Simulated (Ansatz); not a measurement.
The compound is PtS2 (1T sheet).

The cell holds 3 atoms: 1 Pt and 2 S. Cell: a = 3.536 Å, b = 3.536 Å, c = 29.688 Å, α = 90.0°, β = 90.0°, γ = 120.0°. Vacuum lies along c.

```
Pt S
1.0
     0.00000    2.50031    2.50031
     2.50031   -2.50031    0.00000
    17.14028   17.14028  -17.14028
Pt S
1 2
Direct
  0.00000 0.00000 0.31905
  0.33333 0.66667 0.36004
  0.66667 0.33333 0.27806
```

The structure was relaxed with PBEsol. The structure was generated from a model, not taken from a measurement. The runs that relaxed it are not among those shown. The program's search for lower electronic states was switched off, so nothing shows that the state found is the lowest. Spin-orbit coupling is left out unless a run names it. PAW set soft_2, made with PBE.

A constrained-RPA run (Ansatz 0.2.0; non-magnetic PBEsol; Pt d + anion p, bands v9 to c2, 6×6×1 mesh, medium accuracy) builds 11 functions on bands 9.9 eV wide, with 18.0 electrons in the window. The bare on-site interaction is 15.4 eV and the bare J 0.60 eV.

Question: What U and J survive the screening?

On the Pt d shell, U = 6.61 eV (43 % of the bare value), U′ = 5.69 eV, J = 0.45 eV.

The parent state is non-magnetic and the interaction static (zero frequency); U depends on the window and the orbitals, so it belongs to this model alone. Spin-orbit coupling, which is strong for atoms this heavy, is left out. A window that holds the anion p bands defines a model with explicit ligands; its U belongs to that model and is not the U of DFT+U.

[Paths, hosts, dates, memory and timing lines, banners, echoed tables and standing remarks are left out of the program output.]

[Logs are printed without paths, hosts, clocks, repeated set-up lines and the standing remarks that a program may print on its own settings, such as how far it seeks lower states.]

[Runs of the session that timed out or met a known fault of the program may be left out.]

[Hosts, paths, dates, database ids (printed as entryN), source tags and the programs' standing remarks are cut or masked in the printed files.]
